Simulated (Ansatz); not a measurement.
**In2Se (model cell, started as cuprite): following an unstable mode**

Which phase does In2Se (model cell, started as cuprite) fall into along its unstable mode, and how much energy does it gain?

Method: DFT PBEsol, scalar-relativistic, plane waves, PAW, in Ansatz 0.2.0.

Most raw output is cut from this account.

The structure was built from a prototype and need not be the compound's stable phase.

### Step 1. The structure

It takes space group Pn-3m (No. 224, cubic). Conventional cell: a = 6.628 Å, b = 6.628 Å, c = 6.628 Å, α = 90.00°, β = 90.00°, γ = 90.00°. Nearest to Se lie 4 In at 2.87 Å. Nearest to In lie 2 Se at 2.87 Å. Farther neighbours and most contacts between anions are not listed.

### Step 2. Response at finite wavevector

The cell comes from relaxations at this level that are not shown. Stability and thermal properties need the whole zone. Linear response on a 2×2×2 q mesh gives force constants as far as a supercell of that size would.

input.yaml reads:

```yaml
crystal:
  lattice:
    - [6.6284302234, 0.0, 0.0]
    - [0.0, 6.6284302234, 0.0]
    - [0.0, 0.0, 6.6284302234]
  atoms:
    - { symbol: Se, position: [0.0, 0.0, 0.0] }
    - { symbol: Se, position: [0.5, 0.5, 0.5] }
    - { symbol: In, position: [0.25, 0.25, 0.25] }
    - { symbol: In, position: [0.75, 0.75, 0.25] }
    - { symbol: In, position: [0.75, 0.25, 0.75] }
    - { symbol: In, position: [0.25, 0.75, 0.75] }
kpoints:
  mp_grid: { grid: [6, 6, 6] }
hamiltonian:
  xc: pbesol
scf:
  occupations: { method: methfessel_paxton, width: 0.2 }
output:
  eigenvalues: true
phonons:
  method: dfpt
  qmesh: [2, 2, 2]
  temperatures: { t_max: 1000, t_step: 50 }
  qpath:
    path:
      - [[0.0, 0.0, 0.0], [0.0, 0.5, 0.0], [0.5, 0.5, 0.0], [0.0, 0.0, 0.0], [0.5, 0.5, 0.5], [0.0, 0.5, 0.0]]
      - [[0.5, 0.5, 0.5], [0.5, 0.5, 0.0]]
    npoints: 10
```

Launch:

```
> ansatz run input.yaml --threads 8 --pin off --max-ram 14336MiB --backend cpu --events-out ev --progress --plain --runs-dir out
```

Run time: 3.1 min. Hardware: 8 threads of Arm Neoverse V2, shared host; peak memory 4.3 GiB.

This step gave:

```
volume per atom                                         : 48.54 Å³
gap on the k-mesh                                       : 0 eV
sum-rule residual before enforcement                    : 6.71e-5 eV/Å²
lowest frequency on the path                            : -116.5 cm⁻¹
point group                                             : m-3m
highest frequency on the path or at a solved wavevector : 124.2 cm⁻¹
highest optical mode at the zone centre (no LO-TO term) : 119.0 cm⁻¹
lowest optical zone-centre mode                         : -116.3 cm⁻¹
lowest mode on the q mesh (acoustic modes at Γ apart)   : -116.3 cm⁻¹
```

Frequencies (cm⁻¹) solved at each irreducible wavevector; negative means imaginary. Frequencies by wavevector, by row:

| q in reciprocal lattice units | star | mode 1 | mode 2 | mode 3 | mode 4 | mode 16 | mode 17 | mode 18 |
| --- | --- | --- | --- | --- | --- | --- | --- | --- |
| 0 0 0 | 1 | -116.3 | -116.3 | -116.3 | -101.8 | 37.1 | 37.1 | 119 |
| 0 0 -0.5 | 3 | -98.3 | -98.3 | -83.9 | -83.9 | 38.4 | 81.3 | 81.3 |
| 0 -0.5 -0.5 | 3 | -105.4 | -105.4 | -90.4 | -90.4 | 37.9 | 84.8 | 84.8 |
| -0.5 -0.5 -0.5 | 1 | -104.7 | -104.7 | -104.7 | -82.5 | 42.7 | 42.7 | 124.2 |

Interpolated from a 2×2×2 q mesh. The phonon branches at the labelled points (cm⁻¹):

```
    point  branch 1  branch 2  branch 3  branch 4  branch 15  branch 16  branch 17  branch 18
        Γ      -116      -116      -116      -102         37         37         37        119
  halfway      -108      -108      -104       -90         37         37         50        108
        X       -98       -98       -84       -84         38         38         81         81
  halfway      -102      -102       -91       -91         38         38         83         83
        M      -105      -105       -90       -90         38         38         85         85
  halfway      -109      -104       -94       -88         35         38         62        101
        Γ      -116      -116      -116      -102         37         37         37        119
  halfway      -111       -92       -92       -90         37         37         63        103
        R      -105      -105      -105       -82         43         43         43        124
  halfway      -106      -103       -92       -89         38         40         63        104
        X       -98       -98       -84       -84         38         38         81         81
jump to R      -105      -105      -105       -82         43         43         43        124
  halfway      -105      -105      -100       -84         41         41         53        113
        M      -105      -105       -90       -90         38         38         85         85
```

Symmetry leaves 4 wavevectors to solve. The lowest mode among them, the acoustic zeros apart, lies at Γ and is imaginary, 116.3i cm⁻¹, so the energy falls along it.

### Step 3. The mode frozen in, largest atomic shift 0 Å

The mode followed lies at q = (0, -0.5, -0.5) with frequency 105.4i cm⁻¹ and is 2-fold degenerate, one of the unstable modes though not the softest. At small amplitude the distorted cell has space group no. 49 by a symmetry search on the positions. The undistorted cell that holds it gives the zero of energy on the same k mesh.

System of this step: In2Se (model cell, started as cuprite). The structure is cubic, space group Pn-3m (No. 224). Conventional cell: a = 6.628 Å, b = 6.628 Å, c = 6.628 Å, α = 90.00°, β = 90.00°, γ = 90.00°. Nearest to Se lie 4 In at 2.87 Å. Nearest to In lie 2 Se at 2.87 Å. Farther neighbours and most contacts between anions are not listed.

input.yaml reads:

```yaml
crystal:
  lattice:
    - [-6.6284302234, 0.0, 0.0]
    - [0.0, -6.6284302234, -6.6284302234]
    - [0.0, -6.6284302234, 6.6284302234]
  atoms:
    - { symbol: Se, position: [0.0, 0.5, 0.5] }
    - { symbol: Se, position: [0.0, 0.0, 0.0] }
    - { symbol: Se, position: [0.5, 0.0, 0.5] }
    - { symbol: Se, position: [0.5, 0.5, 0.0] }
    - { symbol: In, position: [0.75, 0.25, 0.5] }
    - { symbol: In, position: [0.75, 0.75, 0.0] }
    - { symbol: In, position: [0.25, 0.0, 0.25] }
    - { symbol: In, position: [0.25, 0.5, 0.75] }
    - { symbol: In, position: [0.25, 0.0, 0.75] }
    - { symbol: In, position: [0.25, 0.5, 0.25] }
    - { symbol: In, position: [0.75, 0.75, 0.5] }
    - { symbol: In, position: [0.75, 0.25, 0.0] }
kpoints:
  mp_grid: { grid: [6, 4, 4] }
hamiltonian:
  xc: pbesol
scf:
  occupations: { method: methfessel_paxton, width: 0.2 }
output:
  forces: true
  stress: true
  eigenvalues: true
```

Wall time 8.3 s (8 threads); peak memory 3 GiB.

This step gave:

* pressure: -0.009849 GPa
* energy from the undistorted cell: 0 meV/atom

The run ends at a pressure of -0.01 GPa.

### Step 4. The mode frozen in, largest atomic shift 0.45 Å

The atoms are moved along the unstable eigenvector, the largest shift by 0.45 Å, with the cell fixed.

input.yaml reads:

```yaml
crystal:
  lattice:
    - [-6.6284302234, 0.0, 0.0]
    - [0.0, -6.6284302234, -6.6284302234]
    - [0.0, -6.6284302234, 6.6284302234]
  atoms:
    - { symbol: Se, position: [0.0, 0.548005039, 0.5] }
    - { symbol: Se, position: [0.0, -0.048005039, 0.0] }
    - { symbol: Se, position: [0.5, -0.048005039, 0.5] }
    - { symbol: Se, position: [0.5, 0.548005039, 0.0] }
    - { symbol: In, position: [0.75, 0.25, 0.5] }
    - { symbol: In, position: [0.75, 0.75, 0.0] }
    - { symbol: In, position: [0.25, 0.0349900639, 0.25] }
    - { symbol: In, position: [0.25, 0.4650099361, 0.75] }
    - { symbol: In, position: [0.25, 0.0349900639, 0.75] }
    - { symbol: In, position: [0.25, 0.4650099361, 0.25] }
    - { symbol: In, position: [0.75, 0.75, 0.5] }
    - { symbol: In, position: [0.75, 0.25, 0.0] }
kpoints:
  mp_grid: { grid: [6, 4, 4] }
hamiltonian:
  xc: pbesol
scf:
  occupations: { method: methfessel_paxton, width: 0.2 }
output:
  forces: true
  stress: true
  eigenvalues: true
```

The job ended after 15 s (8 threads; peak memory 3.3 GiB).

Numbers from this step:

- pressure: -1.313 GPa
- energy from the undistorted cell: -58.24 meV/atom

The energy, extrapolated to zero smearing, is -58.24 meV/atom against the undistorted cell.

The run ends at a pressure of -1.31 GPa, with forces up to 0.47 eV/Å.

### Step 5. Energy along the mode, all amplitudes (two of the runs are shown above)

An imaginary frequency means negative curvature, so the energy should fall and then rise again as anharmonic terms take over.

Numbers from this step:

```
depth at the lowest point sampled  : 58.24 meV/atom
largest atomic shift at that point : 0.45 Å
```

Energy from the parent against largest atomic shift:

| largest atomic shift (Å) | energy from the parent (meV/atom) |
| --- | --- |
| 0.000 | 0 |
| 0.040 | -1.19 |
| 0.080 | -4.26 |
| 0.140 | -12.0 |
| 0.220 | -25.3 |
| 0.320 | -42.0 |
| 0.450 | -58.2 |
| 0.600 | -55.6 |

Displacement at unit largest shift by atom:

```csv
atom,x (Å),y (Å),z (Å),size
Se1,0.000,-0.707,-0.707,1.000
Se2,0.000,0.707,0.707,1.000
Se3,0.000,0.707,0.707,1.000
Se4,0.000,-0.707,-0.707,1.000
In5,0.000,0.000,0.000,0.000
In6,0.000,0.000,0.000,0.000
In7,0.000,-0.515,-0.515,0.728
In8,0.000,0.515,0.515,0.728
In9,0.000,-0.515,-0.515,0.728
In10,0.000,0.515,0.515,0.728
In11,0.000,0.000,0.000,0.000
In12,0.000,0.000,0.000,0.000
```

The lowest of the steps tried is at 0.45 Å, 58.2 meV/atom below the parent; the bottom of the well need not coincide with a step.

### Step 6. Relaxing from the distorted cell

Starting from the lowest point found, all atoms and the cell are let go, so that strain and other modes of the same symmetry can join in.

Changes to input.yaml since step 4:

```diff
@@ -28 +28,6 @@
   eigenvalues: true
+relax:
+  adjacent_minimum: "off"
+  f_tol: 0.002
+  max_steps: 120
+  cell: { stress_tol: 0.03 }
```

Run time: 5.8 min. Hardware: 8 threads; peak memory 3.4 GiB.

Relaxation path:

```csv
step,energy less that of the first step (eV),largest force component (eV/Å),pressure (GPa),volume (Å³)
1,0.0000,0.3309,-1.31,582.45
2,-0.7389,0.4027,-1.37,554.73
3,-1.6202,0.3486,-1.33,521.61
4,-2.6170,0.5574,-1.21,479.07
5,-3.5295,0.5352,-0.46,447.32
6,-4.2054,0.4765,0.65,419.15
7,-4.7987,0.1213,0.18,407.29
8,-5.0561,0.2739,0.32,394.34
9,-5.2777,0.4050,0.41,392.72
10,-5.4321,0.2255,-0.91,398.52
11,-5.6017,0.1281,-0.44,388.95
12,-5.6955,0.0774,-0.18,379.07
13,-5.7086,0.0116,0.27,372.38
14,-5.7110,0.0069,0.02,375.96
15,-5.7116,0.0086,0.00,375.93
16,-5.7117,0.0028,0.00,376.13
17,-5.7116,0.0011,0.00,376.22
18*,-5.7235,0.0011,0.09,376.22
19,-5.7261,0.0044,0.03,375.36
20,-5.7260,0.0004,0.00,375.76
21*,-5.7260,0.0004,0.00,375.76
```

Relaxation steps marked * repeat the geometry before them on a plane-wave basis chosen anew for their cell, so energy and pressure can jump there.

Forces are held to the 8 operations that the run works with; a distortion that breaks them can't arise in this run.

```csv
cell as run,before,after,change
a (Å),6.628,5.397,-18.6 %
b (Å),9.374,11.134,+18.8 %
c (Å),9.374,6.253,-33.3 %
volume (Å³/atom),48.54,31.31,-35.5 %
```

The atoms that moved most (Å, as changes of fractional coordinates times the final cell):

| atom | dx | dy | dz | length |
| --- | --- | --- | --- | --- |
| In7 | 0.000 | -0.647 | -0.647 | 0.915 |
| In8 | 0.000 | 0.647 | 0.647 | 0.915 |
| In10 | 0.000 | 0.647 | 0.647 | 0.915 |
| In9 | 0.000 | -0.647 | -0.647 | 0.915 |
| Se4 | -0.235 | 0.256 | 0.256 | 0.431 |
| Se2 | 0.235 | -0.256 | -0.256 | 0.431 |
| Se1 | 0.235 | 0.256 | 0.256 | 0.431 |
| Se3 | -0.235 | -0.256 | -0.256 | 0.431 |

The relaxed structure:

```xyz
12
Lattice="-5.3970 0.0000 0.0000 0.0000 -7.8726 -7.8726 0.0000 -4.4219 4.4219" Properties=species:S:1:pos:R:3 pbc="T T T"
Se    0.2347   -6.2694   -1.8475
Se    0.2347    0.1221    0.1221
Se   -2.9332   -2.0888    2.3331
Se   -2.9332   -4.0584   -4.0584
In   -4.0478   -4.1791    0.2428
In   -4.0478   -5.9044   -5.9044
In   -1.3493   -2.0278    0.1831
In   -1.3493   -6.3304    0.3024
In   -1.3493   -4.2387    2.3941
In   -1.3493   -4.1194   -1.9085
In   -4.0478   -8.1154   -3.6935
In   -4.0478   -1.9681   -1.9681
```

This step gave:

* pressure: 0.001574 GPa
* volume per atom: 31.31 Å³

The distorted start has space group Pccm; the relaxation ends in Pccm.

### Step 7. Results

```
unstable mode of the parent                                                      : q = (0, -0.5, -0.5), 105i cm⁻¹
depth at the lowest point sampled                                                : 58.2 meV/atom
largest atomic shift at that point                                               : 0.45 Å
space group reached (within 0.01 Å)                                              : Pccm
energy gained over the parent (first relaxation, on the mesh of the frozen mode) : 536 meV/atom
volume per atom, phase reached                                                   : 31.3 Å³
```

Along this mode the structure falls into Pccm, 536 meV/atom below the parent. At the parent's cell the well is 58.24 meV/atom deep on the steps tried, with its lowest point at a shift of 0.45 Å. Relaxing atoms and cell changes the gain by +477.84 meV/atom against the lowest step (energies at zero smearing). Most of the total comes from this relaxation. The modes of the phase reached were not computed on this path. Of the 5 patterns followed to their end from this parent, this one ends 185 meV/atom above the lowest, P-4m2. Each path keeps the symmetry of its pattern, so a lower phase may lie along a pattern not tried. With no gap, or one that is small against the smearing, the frequencies hang on the k mesh and the smearing, most of all near Kohn anomalies. The volume moved by more than a tenth on the k mesh of the start, so the energy gain is rough. The starting cell was built on a prototype and not taken from a measurement, so the phase need not exist.

[Logs are printed without paths, hosts, clocks, repeated set-up lines and the standing remarks that a program may print on its own settings, such as how far it seeks lower states.]

[Hosts, paths, dates, database ids (printed as entryN), source tags and the programs' standing remarks are cut or masked in the printed files.]
